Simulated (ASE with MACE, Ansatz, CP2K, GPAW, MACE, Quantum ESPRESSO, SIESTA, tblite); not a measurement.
## Amorphous Si (76 atoms) in machine-learned potentials

Wanted: machine-learned potentials inputs and outputs for amorphous Si (76 atoms), checked against a plane-wave reference.

Method: the method is named at each step, in ASE with MACE.

### 1. The starting structure

The cell holds 76 atoms: 76 Si. Cell: a = 11.521 Å, b = 11.521 Å, c = 11.521 Å, α = 90.0°, β = 90.0°, γ = 90.0°. 76 atoms (76 Si) placed at random at 2.32 g/cm³, melted at 3500 K for 10 ps at fixed volume with the Tersoff potential (Tersoff, Phys. Rev. B 39, 5566 (1989)). Quenched from 3100 K to 500 K at 10 K/ps and fixed volume, annealed at 900 K for 50 ps, held 5 ps. Then every atom was moved at random, 0.05 Å r.m.s. a Cartesian component.

The yardstick, on the same geometry:

| Item | Value |
| --- | --- |
| method | Kohn-Sham DFT, PBE, SSSP efficiency 1.3.0 pseudopotentials, plane waves (Quantum ESPRESSO 7.5); sssp-pbe-1.3.0-efficiency, cutoffs 45/360 Ry, Γ point |
| r.m.s. force component | 0.9397 eV/Å |
| longest force | 4.074 eV/Å |
| pressure | 0.2937 GPa |
| time | 1.8 min on 4 MPI ranks of Arm Neoverse V2, shared host |
| CPU time | 7.2 min |

### 2. MACE MPA-0 medium potential

Method: machine-learned interatomic potential MACE MPA-0 medium, trained on PBE(+U) plane-wave data.

Input file run.py:

```python
import numpy as np
from ase.io import read
import mlip  # loads the published weights by name

atoms = read("structure.xyz")
atoms.calc = mlip.calc("mace-mpa-0-medium")
energy = atoms.get_potential_energy()
forces = atoms.get_forces()
print(f"energy {energy:.6f} eV")
print("forces (eV/A)")
for i, (a, f) in enumerate(zip(atoms, forces)):
    print(f"{i:4d} {a.symbol:2s} {f[0]:10.5f} {f[1]:10.5f} {f[2]:10.5f}")
stress = -atoms.get_stress(voigt=False) * 160.21766
print("stress (GPa, compression positive)")
for row in stress:
    print(" ".join(f"{x:10.4f}" for x in row))
```

Input file structure.xyz:

```xyz
76
Lattice="11.52060 0.00000 0.00000 0.00000 11.52060 0.00000 0.00000 0.00000 11.52060" Properties=species:S:1:pos:R:3 pbc="T T T"
Si 11.02533 3.27968 0.70575
Si 7.44772 4.14442 1.22280
Si 0.78709 0.76842 2.48914
Si 3.35872 3.37842 0.84308
Si 10.29884 3.67599 6.57918
Si 8.02179 0.56866 0.51670
Si 7.95083 3.44155 6.61329
Si 5.72194 9.05439 8.61545
Si 2.39075 6.78794 3.42070
Si 2.48211 9.28053 6.75130
Si 9.97880 7.16835 5.34083
Si 9.45115 7.20026 9.27961
Si 2.92854 2.37290 10.21255
Si 1.42383 5.07552 8.41568
Si 11.45770 0.61163 8.27179
Si 3.31194 3.63440 7.95152
Si 3.42554 10.59515 0.42891
Si 0.33306 1.96035 10.37200
Si 8.85416 6.34267 1.29918
Si 11.17003 5.75281 0.52684
Si 3.20998 10.02500 4.52921
Si 6.05822 11.17245 1.74733
Si 3.62484 4.14730 5.33991
Si 7.68505 2.61149 8.94206
Si 11.11588 8.92708 8.83273
Si 2.48499 6.71697 9.98456
Si 7.45417 4.46032 10.47096
Si 3.85963 7.58217 8.16407
Si 5.06964 8.18700 4.39707
Si 6.26617 8.07721 10.69204
Si 4.55905 1.56484 2.01576
Si 5.18911 2.87070 3.94154
Si 3.87138 5.71399 0.03157
Si 0.74193 7.76212 10.95528
Si 3.67680 0.84630 4.94672
Si 11.35977 11.39791 0.40046
Si 8.85473 2.44363 1.52636
Si 1.36266 3.26494 4.71239
Si 1.35125 3.07174 2.21553
Si 6.63218 6.51236 4.58681
Si 5.66468 11.36634 8.61338
Si 8.47029 7.08160 7.06835
Si 6.36905 9.79090 5.41180
Si 9.20865 9.37938 2.91679
Si 0.63006 5.48703 2.64559
Si 3.66885 0.20553 9.87603
Si 5.80108 5.83173 10.22419
Si 7.65705 0.54181 9.65242
Si 1.27798 9.38307 0.77741
Si 7.44507 10.96266 3.58821
Si 9.47097 10.10737 0.72925
Si 8.81729 1.25978 3.62438
Si 8.61614 8.19276 11.38973
Si 5.71295 4.90040 2.88960
Si 5.16054 9.07339 0.95794
Si 0.18237 8.56522 6.65153
[... 16 atom lines left out ...]
Si 0.18594 1.61162 6.03841
Si 2.37900 1.53662 6.72527
Si 7.79541 9.32742 7.20809
Si 8.60796 7.17215 3.60825
```

The run is started by

```
$ OMP_NUM_THREADS=1 python run.py > output.txt
```

Log:

```text
energy -386.963411 eV
forces (eV/A)
   0 Si   -0.22849   -0.21727   -0.02680
   1 Si   -0.69001    2.19604    0.88378
   2 Si   -0.34796    0.31475   -1.10628
   3 Si    0.00173   -0.05826   -0.41745
   4 Si    0.32752   -0.79962    0.13251
   5 Si   -0.69793   -1.51919   -0.63566
   6 Si    1.68315    1.30794    3.24035
   7 Si    0.71283   -0.19706   -0.19867
   8 Si   -0.29061   -0.06668    0.34889
   9 Si    0.04325    0.18490    0.42554
  10 Si    1.41530   -0.39868    0.57576
  11 Si    0.26921    0.49852   -0.02093
  12 Si   -1.01699    0.43955   -0.19835
  13 Si    0.35694   -0.09937    0.51832
  14 Si    0.14260   -0.21696    0.11452
  15 Si   -0.36538   -0.25820    0.15356
  16 Si   -0.72885   -1.01102    0.03461
  17 Si    0.96286   -0.58523   -0.14914
  18 Si    0.29884   -0.81424    0.71307
  19 Si   -1.07635    0.62768    0.12396
  20 Si    0.18589   -0.77434   -0.10812
  21 Si    0.59980    0.46772   -0.58069
  22 Si   -0.37622   -0.25528    0.08487
  23 Si    0.09052    2.22329   -0.79183
[...]
68 Si   -0.25394    0.34518   -0.09444
  69 Si    0.76289   -0.49082   -1.18736
  70 Si   -1.39292    0.96934    0.72874
  71 Si   -0.03669   -0.23936   -0.45982
  72 Si   -1.17068    0.65681    0.17378
  73 Si    0.72355    0.31972    0.65922
  74 Si   -0.16277   -0.13747    0.39284
  75 Si   -0.44825    0.27331   -2.06922
stress (GPa, compression positive)
    0.4282    -0.8028     0.7055
   -0.8028    -0.1213     1.1479
    0.7055     1.1479    -0.5257
```

The job ended after 6.8 s (1 thread of Arm Neoverse V2, shared host; peak memory 0.87 GiB).

Banners, paths, timers and routine set-up lines are dropped from the logs unmarked, and long logs keep their key lines alone; longer cuts are marked.

Compared with the plane-wave run:

* r.m.s. force component: 0.8117 eV/Å
* r.m.s. difference of force components: 224.6 meV/Å
* longest difference of force vectors: 735.8 meV/Å
* force difference over r.m.s. force: 23.9 %
* slope of forces against the reference's: 0.8445
* correlation of force components: 0.9777
* pressure: -0.0729 GPa
* pressure difference: -0.3666 GPa

Local excerpt of 10 atoms (numbers count through the whole input) about Si15, picked at random; x, y, z are measured from there.

```tsv
atom	x	y	z	distance (Å)	bonds	Fx	Fy	Fz (eV/Å)
Si15	0.00	0.00	0.00	0.00	4	0.14	-0.22	0.11
Si61	-1.95	-1.33	0.21	2.36	4	-0.66	-0.56	0.09
Si68	2.25	-0.94	-0.03	2.43	4	-0.69	-0.30	-0.91
Si73	0.25	1.00	-2.23	2.46	5	-1.17	0.66	0.17
Si18	0.40	1.35	2.10	2.53	5	0.96	-0.59	-0.15
Si74	2.44	0.92	-1.55	3.03	5	0.72	0.32	0.66
Si65	-0.41	3.02	0.62	3.12	4	0.61	0.06	-1.54
Si25	-0.34	-3.21	0.56	3.27	4	-0.61	-0.32	1.27
Si5	-1.16	3.06	-1.69	3.69	4	0.33	-0.80	0.13
Si36	-0.10	-0.73	3.65	3.72	4	1.10	-0.19	0.11
```

Atoms are counted from 1 here, from 0 in the log.

Forces lie 24 % from the reference's, at 0.016 times its CPU time (on 1 against 4 cores).

### 3. MACE MP-0b2 small potential

Method: machine-learned interatomic potential MACE MP-0b2 small, trained on PBE(+U) plane-wave data.

Edit run.py of step 2 so:

```diff
@@ -5,3 +5,3 @@
 atoms = read("structure.xyz")
-atoms.calc = mlip.calc("mace-mpa-0-medium")
+atoms.calc = mlip.calc("mace-mp-0b2-small")
 energy = atoms.get_potential_energy()
```

structure.xyz is that of step 2.

Log:

```text
energy -386.984170 eV
forces (eV/A)
   0 Si   -0.18700   -0.13290    0.06277
   1 Si   -0.39599    1.30948    0.44019
   2 Si   -0.11259    0.24428   -0.69982
   3 Si    0.01810   -0.11307   -0.32910
   4 Si    0.36557   -0.54928    0.08252
   5 Si   -0.41998   -1.10730   -0.42997
   6 Si    1.12491    1.01132    2.19925
   7 Si    0.46339   -0.19446    0.01328
   8 Si   -0.15471    0.06598    0.09486
   9 Si   -0.00245    0.14199    0.30179
  10 Si    1.03026   -0.21959    0.45927
  11 Si    0.15401    0.30033   -0.01780
  12 Si   -0.57911    0.30869   -0.00595
  13 Si    0.33323   -0.09180    0.29130
  14 Si    0.09667   -0.07034    0.02055
  15 Si   -0.18948   -0.13910    0.11959
  16 Si   -0.36179   -0.60494   -0.08065
  17 Si    0.61299   -0.23609   -0.19693
  18 Si    0.19727   -0.53417    0.48882
  19 Si   -0.54005    0.37877    0.07404
  20 Si    0.07860   -0.37304   -0.12285
  21 Si    0.45005    0.35318   -0.30222
  22 Si   -0.28254   -0.17553    0.05960
  23 Si   -0.02603    1.82092   -0.51901
[...]
68 Si   -0.16884    0.25261   -0.12138
  69 Si    0.40489   -0.24841   -0.76577
  70 Si   -0.99539    0.67307    0.56095
  71 Si   -0.05047   -0.06406   -0.16434
  72 Si   -0.83140    0.29088    0.07779
  73 Si    0.47992    0.15655    0.42299
  74 Si   -0.21876   -0.16444    0.23374
  75 Si   -0.22432    0.16886   -1.39271
stress (GPa, compression positive)
    0.6478    -0.4610     0.3897
   -0.4610     0.4860     0.6868
    0.3897     0.6868     0.2799
```

It took 5.4 s on 1 thread; peak memory 0.67 GiB.

Compared with the plane-wave run:

```yaml
r_m_s_force_component: 0.5535 eV/Å
r_m_s_difference_of_force_components: 424.3 meV/Å
longest_difference_of_force_vectors: 1499 meV/Å
force_difference_over_r_m_s_force: 45.15 %
slope_of_forces_against_the_reference_s: 0.5715
correlation_of_force_components: 0.9703
pressure: 0.4712 GPa
pressure_difference: 0.1775 GPa
```

Against the first run (24 %), the force difference from the reference is 45 %, at 0.79 times the CPU time.

### 4. MACE MP-0b3 medium potential

Method: machine-learned interatomic potential MACE MP-0b3 medium, trained on PBE(+U) plane-wave data.

Edit run.py of step 3 so:

```diff
@@ -5,3 +5,3 @@
 atoms = read("structure.xyz")
-atoms.calc = mlip.calc("mace-mp-0b2-small")
+atoms.calc = mlip.calc("mace-mp-0b3-medium")
 energy = atoms.get_potential_energy()
```

structure.xyz is that of step 3.

Log:

```text
energy -386.712636 eV
forces (eV/A)
   0 Si   -0.11803   -0.21080    0.04608
   1 Si   -0.42958    1.48761    0.48235
   2 Si   -0.12676    0.26426   -0.99433
   3 Si   -0.05090   -0.17398   -0.29553
   4 Si    0.24450   -0.64109   -0.06494
   5 Si   -0.53697   -1.27078   -0.42322
   6 Si    1.32203    1.34594    2.79581
   7 Si    0.49569   -0.24487   -0.01408
   8 Si   -0.25182    0.12522    0.25256
   9 Si    0.02281    0.10926    0.27974
  10 Si    1.07280   -0.37318    0.46226
  11 Si    0.24375    0.40132   -0.03675
  12 Si   -0.73044    0.37309   -0.12808
  13 Si    0.47952   -0.11160    0.45030
  14 Si    0.14365    0.01857    0.06769
  15 Si   -0.32343   -0.09211    0.01250
  16 Si   -0.50781   -0.76995   -0.07232
  17 Si    0.74093   -0.35083   -0.16836
  18 Si    0.33298   -0.64834    0.49533
  19 Si   -0.80175    0.47259    0.04203
  20 Si    0.16242   -0.57202   -0.09907
  21 Si    0.58138    0.48328   -0.43417
  22 Si   -0.22622   -0.18720    0.14021
  23 Si    0.08330    1.83943   -0.75713
[...]
68 Si   -0.21931    0.25182   -0.17398
  69 Si    0.55584   -0.18297   -0.83435
  70 Si   -1.09785    0.83368    0.68004
  71 Si   -0.02737   -0.12984   -0.22844
  72 Si   -0.89141    0.45208    0.15112
  73 Si    0.52920    0.24446    0.47111
  74 Si   -0.16911   -0.25595    0.28385
  75 Si   -0.29987    0.21437   -1.48098
stress (GPa, compression positive)
    0.0920    -0.4823     0.5347
   -0.4823    -0.0756     0.7915
    0.5347     0.7915    -0.1855
```

Run time: 6.6 s. Hardware: 1 thread; peak memory 0.91 GiB.

Compared with the plane-wave run:

| Quantity | Value |
| --- | --- |
| r.m.s. force component | 0.6455 eV/Å |
| r.m.s. difference of force components | 349 meV/Å |
| longest difference of force vectors | 1145 meV/Å |
| force difference over r.m.s. force | 37.14 % |
| slope of forces against the reference's | 0.6669 |
| correlation of force components | 0.9709 |
| pressure | -0.0564 GPa |
| pressure difference | -0.3501 GPa |

Against the first run (24 %), the force difference from the reference is 37 %, at 0.97 times the CPU time.

### 5. All runs compared

Differences are against the plane-wave reference, forces as r.m.s. over components; share is that over the reference's r.m.s. force, slope the least-squares factor from reference forces to these. Total energies of different programs have different zeros and aren't compared.

```tsv
run	Δ force, r.m.s. (meV/Å)	share (%)	slope	Δ pressure (GPa)	cores	CPU time	memory (GiB)
reference	-	-	-	-	4	7.2 min	4.6
MACE MPA-0 medium potential	225	23.9	0.845	-0.367	1	6.8 s	0.87
MACE MP-0b2 small potential	424	45.2	0.572	0.177	1	5.4 s	0.67
MACE MP-0b3 medium potential	349	37.1	0.667	-0.350	1	6.6 s	0.91
```

Times of the machine-learned potentials are mostly Python's start and the loading of weights.

CPU time is summed over cores on a shared host, where runs went side by side, so it is rough. Symmetry, cutoffs, thresholds, outputs and thread counts weren't matched or tuned between programs; memory under MPI is the largest rank's times the ranks.

### 6. Results

* nearest in forces: MACE MPA-0 medium potential, 24 %
* its CPU time: 6.8 s

What this shows: Machine-learned potentials differ by 24 % (MACE MPA-0 medium potential) to 45 % (MACE MP-0b2 small potential); they were trained on other programs' data. Among those trained on PBE data the slope goes as low as 0.57, which softening far from their training structures can give, though the reference's k-sampling is untested too. The reference's pressure holds the uncorrected Pulay stress of its 45 Ry basis, so small pressure differences, and their order, may be the reference's own error. Machine-learned potentials mimic data converged in k, so the reference's own k-point error enters their differences. The quench rate of 10 K/ps is many orders above laboratory rates, so the cell is likely richer in defects and strain than a real sample. The network of bonds at the start is that of the classical potential that made the cell, and needn't be the one that DFT or experiment would give. The electronic-structure runs sample only Γ, in a cell whose shortest periodic width is 12 Å, which is coarse for a cell with partly filled levels.

[Also dropped from logs without a mark: logging warnings of Python, and SIESTA's first energy breakdown and zero terms.]

[Logs are printed without paths, hosts, clocks, repeated set-up lines and the standing remarks that a program may print on its own settings, such as how far it seeks lower states.]

[Hosts, paths, dates, database ids (printed as entryN), source tags and the programs' standing remarks are cut or masked in the printed files.]
